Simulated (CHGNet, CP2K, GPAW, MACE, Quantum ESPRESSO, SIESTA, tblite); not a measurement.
# Running Σ7 (111) twist boundary in a Al-Pt solid solution (84 atoms) with GPAW

How do the settings of GPAW change the result for Σ7 (111) twist boundary in a Al-Pt solid solution (84 atoms)? A plane-wave run serves as the yardstick.

Main program and level: GPAW 26.7.0; the method is named at each step.

### 1. Starting point

The cell holds 84 atoms: 73 Al and 11 Pt. Cell: a = 7.545 Å, b = 7.545 Å, c = 28.340 Å, α = 90.0°, β = 90.0°, γ = 120.0°. Fcc Al lattice (a = 4.0328 Å, the value set for the mixture); two grains turned against each other by 38.21 deg about [111]; 1 x 1 coincidence cells, 2 lattice periods a grain, two boundaries a cell, upper grain shifted by [0.672, 0.278] of the boundary cell and opened by 0.2 Å, one atom of each pair nearer than 1.854 Å removed; 11 of 84 Al sites given to Pt at random (lattice constant by Vegard's rule between Al and Pt); not relaxed, displaced by a Gaussian of 0.02 Å. Then every atom was moved at random, 0.03 Å r.m.s. a Cartesian component. Regions: lower grain, 42 atoms (35 Al and 7 Pt); upper grain, 42 atoms (38 Al and 4 Pt). The structure's axis is c.

The yardstick, on the same geometry:

| Quantity | Value |
| --- | --- |
| method | Kohn-Sham DFT, PBE, SSSP efficiency 1.3.0 pseudopotentials, plane waves (Quantum ESPRESSO 7.5); sssp-pbe-1.3.0-efficiency, cutoffs 45/360 Ry, Γ point |
| r.m.s. force component | 0.4481 eV/Å |
| longest force | 2.39 eV/Å |
| pressure | -3.087 GPa |
| time | 4.2 min on 4 MPI ranks of Arm Neoverse V2, shared host |
| CPU time | 17 min |

### 2. PBE, LCAO dzp, h 0.25 Å

Method: Kohn-Sham DFT, PBE, PAW, atomic orbitals (dzp).

Input file run.py:

```python
import numpy as np
from ase.io import read
from gpaw import GPAW, FermiDirac

atoms = read("structure.xyz")
atoms.calc = GPAW(
    mode="lcao",
    basis="dzp",
    h=0.25,
    xc="PBE",
    kpts={"size": (1, 1, 1), "gamma": True},
    occupations=FermiDirac(0.05),
    maxiter=200,
    symmetry={"point_group": False},
    txt="gpaw.txt",
)
energy = atoms.get_potential_energy(force_consistent=True)
forces = atoms.get_forces()
print(f"energy {energy:.6f} eV")
print("forces (eV/A)")
for i, (a, f) in enumerate(zip(atoms, forces)):
    print(f"{i:4d} {a.symbol:2s} {f[0]:10.5f} {f[1]:10.5f} {f[2]:10.5f}")
print(f"Fermi level {atoms.calc.get_fermi_level():.4f} eV")
for k in range(len(atoms.calc.get_ibz_k_points())):
    for s in range(atoms.calc.get_number_of_spins()):
        e = atoms.calc.get_eigenvalues(kpt=k, spin=s)
        n = np.searchsorted(e, atoms.calc.get_fermi_level())
        print(f"k {k} spin {s} levels about the Fermi level:", np.round(e[max(n - 6, 0):n], 4).tolist(), "|", np.round(e[n:n + 6], 4).tolist())
```

Input file structure.xyz:

```xyz
84
Lattice="7.54468 0.00000 0.00000 -3.77234 6.53388 0.00000 0.00000 0.00000 28.34006" Properties=species:S:1:pos:R:3 pbc="T T T"
Al 4.36286 3.71386 0.02296
Al 4.91547 0.97492 28.29472
Al 5.38554 2.55266 2.28279
Al 6.44670 1.26496 4.63700
Al 1.58152 4.73040 28.32504
Al 2.16008 6.30565 2.38028
Al 2.12258 1.86144 0.04194
Al 2.66078 3.42820 2.35166
Al 3.22290 4.92504 4.70842
Al 3.23742 0.66306 2.32247
Al 3.80346 2.18238 4.64777
Al 4.29036 3.78090 6.98101
Al 4.84323 0.97812 7.02012
Pt 5.40818 2.46484 9.28335
Al 6.51977 1.21053 11.66817
Al -1.08334 5.52688 0.02239
Al -0.55442 2.83067 0.02636
Al -0.09072 4.35725 2.31283
Al 0.46577 5.86749 4.64692
Pt 3.76249 6.52480 0.02749
Al 0.55767 1.56205 2.35081
Al 1.11341 3.11869 4.62255
Al 1.55488 4.68976 6.96882
Pt 2.08165 6.21529 9.28902
Al 1.53421 0.29794 4.68546
Al 2.15038 1.81838 6.99376
Al 2.73178 3.41395 9.33323
Pt 3.21203 5.01024 11.66108
Al 3.19645 0.57590 9.36327
Al 3.72681 2.21427 11.64833
Al -2.55195 5.30937 2.24935
Al -1.63067 4.07956 4.63275
Al -1.09843 5.61260 6.94388
Pt -0.54578 2.77755 6.99489
Al 0.01973 4.36234 9.30234
Al 0.48237 5.90016 11.66420
Al 0.04417 0.02189 7.00198
Al 0.51051 1.60387 9.29809
Al 1.08145 3.09039 11.66789
Pt 1.66119 0.31415 11.59590
Al -2.70733 5.27768 9.31509
Pt -1.69201 4.02350 11.62991
Al 1.37475 0.95506 14.17088
Al -0.32050 5.58255 14.18845
Al 2.99946 0.55799 16.49250
Pt 1.88760 3.67766 14.18958
Pt 1.37370 5.24050 16.46132
Al 4.60965 0.19798 18.83650
Al 2.41373 6.49409 14.19922
Al 5.60804 1.50554 16.55230
Al 4.51553 4.62305 14.11987
Al -3.54000 6.17902 16.50780
Al -0.28319 1.16937 18.87505
Al -0.86138 2.72450 14.23833
Pt -1.40999 4.32798 16.50412
Al -1.91533 5.81117 18.81298
[... 24 atom lines left out ...]
Al 4.05542 1.87405 21.18873
Al 3.50567 3.38631 23.52990
Al 2.93164 4.93582 25.82885
Al 5.15204 3.04309 25.83168
```

Command:

```
> OMP_NUM_THREADS=1 python run.py > output.txt
```

Output:

```text
energy -331.175132 eV
forces (eV/A)
   0 Al   -0.29508    0.74938   -0.41828
   1 Al    0.33991   -0.42363   -0.04910
   2 Al   -0.02200   -0.12144    0.75642
   3 Al    0.09083    0.04308    0.37907
   4 Al    0.40896    0.25350    0.04843
   5 Al    0.06730   -0.37147   -0.28010
   6 Al   -0.52441   -0.42106    0.16378
   7 Al    0.04576    0.04526    0.06922
   8 Al    0.03283    0.45735   -0.46891
   9 Al    0.14833    0.08497    0.39115
  10 Al   -0.08648   -0.04737   -0.20302
  11 Al    0.67307   -0.54447    0.06356
  12 Al    0.76701    0.27296    0.44575
  13 Pt   -1.21670    0.45011   -0.12818
  14 Al   -0.31132   -0.07996   -0.34864
  15 Al   -0.18845    0.46227   -0.51777
  16 Al    0.27524   -0.48163   -0.30992
  17 Al    0.62605   -0.13072    0.29233
  18 Al    0.34453    0.41436   -0.29093
  19 Pt   -0.10935    0.18591    0.19167
  20 Al   -0.06143    0.01623   -0.03369
  21 Al   -0.39863   -0.13683    0.19489
  22 Al    0.07603   -0.14615    0.01644
  23 Pt   -0.35017   -1.06775   -0.72733
[...]
76 Al    0.04451   -0.14519    0.02161
  77 Al    0.22607    0.19540   -0.18809
  78 Al    0.06203    0.37880   -0.14104
  79 Al    0.21516    0.12782   -0.72736
  80 Al   -0.23944   -0.28582   -0.27801
  81 Al   -0.31726   -0.11448   -0.06295
  82 Al    0.05340    0.05221    0.12119
  83 Al   -0.03247    0.03279    0.05308
Fermi level 7.9725 eV
k 0 spin 0 levels about the Fermi level: [7.6234, 7.6644, 7.7693, 7.8247, 7.8407, 7.9117] | [7.9861, 8.0269, 8.0674, 8.1343, 8.2247, 8.2515]
```

gpaw.txt:

```text
Input parameters:
  mode=LCAO(),
  basis={'default': 'dzp'},
  h=0.25,
  kpts=MonkhorstPack(size=(1, 1, 1), gamma=True),
  maxiter=200,
  occupations=Occupations(name='fermi-dirac', width=0.05, fixmagmom=False),
  symmetry=Symmetry(point_group=False),
  xc=XC(name='PBE')
Unit cell  # Å
| periodic |         x |        y |         z |   lengths |     angles |
|----------|-----------|----------|-----------|-----------|------------|
|      yes |  7.544680 | 0.000000 |  0.000000 |  7.544680 |  90.000000 |
|      yes | -3.772340 | 6.533880 |  0.000000 |  7.544676 |  90.000000 |
|      yes |  0.000000 | 0.000000 | 28.340060 | 28.340060 | 120.000017 |
Number of symmetries: 1
Symmetry operations  # r_c * U_cc + t_c -> r_c
|   | kind |            matrix            |
|---|------|------------------------------|
| 0 |  E   |  1, 0, 0,  0, 1, 0,  0, 0, 1 |
BZ-sampling:
  Number of BZ points: 1
  Number of IBZ points: 1
  Monkhorst-Pack size: [1, 1, 1]
  Monkhorst-Pack shift: [0, 0, 0]
[... lines left out ...]
  Fermi-Dirac:
[... lines left out ...]
xc functional:
  name: PBE with 2 nearest neighbor stencil
interpolation: tri-quintic # 5. degree polynomial
Initialization done in: 9.937 s
convergence criteria:
- Maximum [total energy] change in last 3 cyles: 0.0005 eV / valence electron
- Maximum integral of absolute [dens]ity change: 0.0001 electrons / valence electron
- Maximum integral of absolute [eigenst]ate change: 4e-08 eV^2 / valence electron
maximum number of iterations: 200
SCF iterations
|iter     |      energy | eigst |  dens |
|---------|-------------|-------|-------|
|iter:   1| -533.178683 |      c|       |
|iter:   2|-3278.902478 |      c| -0.54 |
|iter:   3| -384.443681 |      c| -0.03 |
|iter:   4| -338.954227 |      c| -0.81 |
|iter:   5| -335.518842 |      c| -1.01 |
[...]
|iter:  18| -331.034505c|      c| -2.51 |
|iter:  19| -331.036745c|      c| -2.72 |
[...]
|iter:  21| -331.027986 |      c| -1.82 |
|iter:  22| -331.199035 |      c| -3.11 |
|iter:  23| -331.027266c|      c| -2.07 |
[...]
|iter:  28| -331.027028c|      c| -3.77 |
|iter:  29| -331.026825c|      c| -3.58 |
|iter:  30| -331.026860c|      c| -4.12c|
Converged in 30 steps
SCF loop duration: 616.656 s (20.555 s/step)
Energy contributions relative to reference atoms: (reference = -5986178.888779)
Energy contributions:
  Kinetic:          37.416713
  Coulomb:          69.405067
  Zero:              0.869009
  External:          0.000000
  Xc:             -438.569378
  Entropy:          -0.296543
  Spinorbit:         0.000000
  ----------------------------
  Free energy:    -331.175132
  Extrapolated:   -331.026860
dipole moment: (-24.832088, 25.231708, -189.534004)  # |e|*Ang
Fermi level: 7.973
Eigenvalues  # (at kpt = [0.000, 0.000, 0.000])
| band index |      eig [eV] | occ [0-2] |
|------------|---------------|-----------|
|          0 |       -45.803 |     2.000 |
|        ... |               |           |
|        189 |         7.479 |     2.000 |
|        190 |         7.509 |     2.000 |
[...]
|        204 |         8.366 |     0.001 |
|        ... |               |           |
|        240 |        10.195 |     0.000 |
Gap: 0.074 eV
Transition (v -> c):
  (s=0, k=0, n=196, [0.00, 0.00, 0.00]) -> (s=0, k=0, n=197, [0.00, 0.00, 0.00])
No difference between direct/indirect transitions
Force computation time: 51.567  # s
timing:  # [seconds]
  Total:  678.194  # ━━━━━━━━━━━━━━━━━━━━━━━━━━━━━━━━━━━━━━━━━━━━━━━━━━━━━━━━
  Init:     9.937  # ━
  SCF:    616.656  # ━━━━━━━━━━━━━━━━━━━━━━━━━━━━━━━━━━━━━━━━━━━━━━━━━━━
  Forces:  51.567  # ━━━━╸
```

It took 11 min on 1 thread of Arm Neoverse V2, shared host; peak memory 1.2 GiB.

Banners, paths, timers and routine set-up lines are dropped from the logs unmarked, and long logs keep their key lines alone; longer cuts are marked.

Compared with the plane-wave run:

```
r.m.s. force component                  : 0.4559 eV/Å
r.m.s. difference of force components   : 18.51 meV/Å
longest difference of force vectors     : 73.78 meV/Å
force difference over r.m.s. force      : 4.132 %
slope of forces against the reference's : 1.017
correlation of force components         : 0.9993
```

This is a coarse setting, run to see what it loses.

Length of the force difference by element (eV/Å):

```csv
element,atoms,mean,most
Al,73,0.025,0.059
Pt,11,0.044,0.074
```

Local excerpt of 12 atoms (numbers count through the whole input) about Al2, which has 11 bonded neighbours where the commonest count for Al is 12; x, y, z are measured from there.

```csv
atom,x,y,z,distance (Å),bonds,Fx,Fy,Fz (eV/Å)
Al2,0.00,0.00,0.00,0.00,11,0.34,-0.42,-0.05
Al65,-0.33,-0.78,-2.50,2.64,11,-0.08,0.06,-0.29
Al17,2.07,1.86,0.07,2.78,12,0.28,-0.48,-0.31
Al1,-0.55,2.74,0.07,2.79,11,-0.30,0.75,-0.42
Pt20,2.62,-0.98,0.07,2.80,12,-0.11,0.19,0.19
Al5,0.44,-2.78,0.03,2.81,12,0.41,0.25,0.05
Al3,0.47,1.58,2.33,2.85,12,-0.02,-0.12,0.76
Al6,1.02,-1.20,2.43,2.89,12,0.07,-0.37,-0.28
Al10,-1.68,-0.31,2.37,2.92,12,0.15,0.08,0.39
Al7,-2.79,0.89,0.09,2.93,10,-0.52,-0.42,0.16
Al16,-2.23,-1.98,0.07,2.98,11,-0.19,0.46,-0.52
Al84,0.24,2.07,-2.46,3.22,12,-0.03,0.03,0.05
```

Atoms are counted from 1 here, from 0 in the log.

Forces lie 4.1 % from the reference's, at 0.67 times its CPU time (on 1 against 4 cores).

### 3. PBE, LCAO sz(dzp), h 0.2 Å

Method: Kohn-Sham DFT, PBE, PAW, atomic orbitals (sz(dzp)).

Edit run.py of step 2 so:

```diff
@@ -7,4 +7,4 @@
     mode="lcao",
-    basis="dzp",
-    h=0.25,
+    basis="sz(dzp)",
+    h=0.2,
     xc="PBE",
```

structure.xyz is that of step 2.

Output:

```text
energy -283.706323 eV
forces (eV/A)
   0 Al   -0.34919    0.93138   -0.93651
   1 Al    0.46859   -0.70028   -0.53344
   2 Al   -0.11701   -0.07620    1.12620
   3 Al    0.07517    0.18834    0.55787
   4 Al    0.59858    0.29277   -0.03773
   5 Al    0.16434   -0.43417   -0.33248
[...]
81 Al   -0.43351   -0.04310   -0.23496
  82 Al    0.02497    0.09045    0.48374
  83 Al   -0.21515    0.11240    0.31256
Fermi level 8.6174 eV
k 0 spin 0 levels about the Fermi level: [8.1808, 8.2302, 8.3944, 8.4491, 8.4716, 8.5305] | [8.6304, 8.6784, 8.7477, 8.8495, 8.9188, 8.9403]
```

gpaw.txt:

```text
Input parameters:
  mode=LCAO(),
  basis={'default': 'sz(dzp)'},
  h=0.2,
  kpts=MonkhorstPack(size=(1, 1, 1), gamma=True),
  maxiter=200,
  occupations=Occupations(name='fermi-dirac', width=0.05, fixmagmom=False),
[... lines left out ...]
  Fermi-Dirac:
[... lines left out ...]
convergence criteria:
- Maximum [total energy] change in last 3 cyles: 0.0005 eV / valence electron
[... lines left out ...]
Converged in 24 steps
[... lines left out ...]
  Free energy:    -283.706323
[... lines left out ...]
Fermi level: 8.617
[... lines left out ...]
|        ... |               |           |
|        240 |        11.097 |     0.000 |
Gap: 0.100 eV
Transition (v -> c):
  (s=0, k=0, n=196, [0.00, 0.00, 0.00]) -> (s=0, k=0, n=197, [0.00, 0.00, 0.00])
No difference between direct/indirect transitions
Force computation time: 17.637  # s
timing:  # [seconds]
  Total:  214.444  # ━━━━━━━━━━━━━━━━━━━━━━━━━━━━━━━━━━━━━━━━━━━━━━━━━━━━━━━━
  Init:     8.222  # ━━
  SCF:    188.556  # ━━━━━━━━━━━━━━━━━━━━━━━━━━━━━━━━━━━━━━━━━━━━━━━━━
  Forces:  17.637  # ━━━━╸
```

Wall time 3.6 min (1 thread); peak memory 1.4 GiB.

Against the reference:

| Quantity | Value |
| --- | --- |
| r.m.s. force component | 0.57 eV/Å |
| r.m.s. difference of force components | 187 meV/Å |
| longest difference of force vectors | 686.6 meV/Å |
| force difference over r.m.s. force | 41.73 % |
| slope of forces against the reference's | 1.222 |
| correlation of force components | 0.9606 |

This is a coarse setting, run to see what it loses.

Against the first run (4.1 %), the force difference from the reference is 42 %, at 0.32 times the CPU time.

### 4. The ladder

Differences are against the plane-wave reference, forces as r.m.s. over components; share is that over the reference's r.m.s. force, slope the least-squares factor from reference forces to these. Total energies of different programs have different zeros and aren't compared.

```csv
run,"Δ force, r.m.s. (meV/Å)",share (%),slope,cores,CPU time,memory (GiB)
reference,-,-,-,4,17 min,4.3
"GPAW PBE, LCAO dzp, h 0.25 Å (coarse)",18.5,4.13,1.017,1,11 min,1.2
"GPAW PBE, LCAO sz(dzp), h 0.2 Å (coarse)",187,41.7,1.222,1,3.6 min,1.4
```

Rows marked coarse were listed beforehand as settings not expected to be converged; some can still land near the reference.

CPU time is summed over cores on a shared host, where runs went side by side, so it is rough. Symmetry, cutoffs, thresholds, outputs and thread counts weren't matched or tuned between programs; memory under MPI is the largest rank's times the ranks.

A second geometry, displaced anew (every atom was moved at random, 0.04 Å r.m.s. a Cartesian component), gives an energy difference that all programs can be tested on. The reference puts it at 0.1932 meV/atom.

```csv
run,energy less the first geometry's (meV/atom),error (meV/atom),force share at the second geometry (%)
"GPAW PBE, LCAO dzp, h 0.25 Å",0.0751,-0.118,4.38
"GPAW PBE, LCAO sz(dzp), h 0.2 Å",0.4083,0.215,42.5
```

Further runs of this program without a result: GPAW PBE, LCAO dzp, h 0.2 Å (cut off at its time limit); GPAW revPBE, LCAO dzp, h 0.2 Å (cut off at its time limit).

### 5. Summary of results

| Property | Result |
| --- | --- |
| nearest in forces | GPAW PBE, LCAO dzp, h 0.25 Å (coarse), 4.1 % |
| its CPU time | 11 min |

**Reading.** Runs with settings chosen to be coarse differ by 4.1 % (GPAW PBE, LCAO dzp, h 0.25 Å) to 42 % (GPAW PBE, LCAO sz(dzp), h 0.2 Å), their programs' other errors included. One electronic-structure run takes under half the reference's CPU time: GPAW PBE, LCAO sz(dzp), h 0.2 Å, at 42 % in 3.6 min against 17 min. GPAW PBE, LCAO sz(dzp), h 0.2 Å stiffens the forces by a factor of 1.22 while following their directions (correlation 0.961); the slopes of the 2 GPAW runs lie between 1.02 and 1.22. The energy difference between the two geometries, 0.193 meV/atom in the reference, is met best by GPAW PBE, LCAO dzp, h 0.25 Å (coarse) (-0.118) and worst by GPAW PBE, LCAO sz(dzp), h 0.2 Å (coarse) (+0.215). The electron count is odd in these runs, and they have no spin polarisation, so the unpaired electron is spread evenly over both spins. The reference's stress is far from hydrostatic: its diagonal is -5.8, -6.1, 2.7 GPa, compression counted positive. The host structure and its lattice constant were typed by rule, without a check against the phase diagram. The reference's pressure of -3.1 GPa belongs to a cell and atoms that aren't relaxed at this level. The electronic-structure runs sample only Γ, in a cell whose shortest periodic width is 7 Å, which is coarse for a cell with partly filled levels. Spin–orbit coupling is left out, which matters for the levels of the heavy elements.

[Also dropped from logs without a mark: logging warnings of Python, and SIESTA's first energy breakdown and zero terms.]

[Logs are printed without paths, hosts, clocks, repeated set-up lines and the standing remarks that a program may print on its own settings, such as how far it seeks lower states.]

[Hosts, paths, dates, database ids (printed as entryN), source tags and the programs' standing remarks are cut or masked in the printed files.]
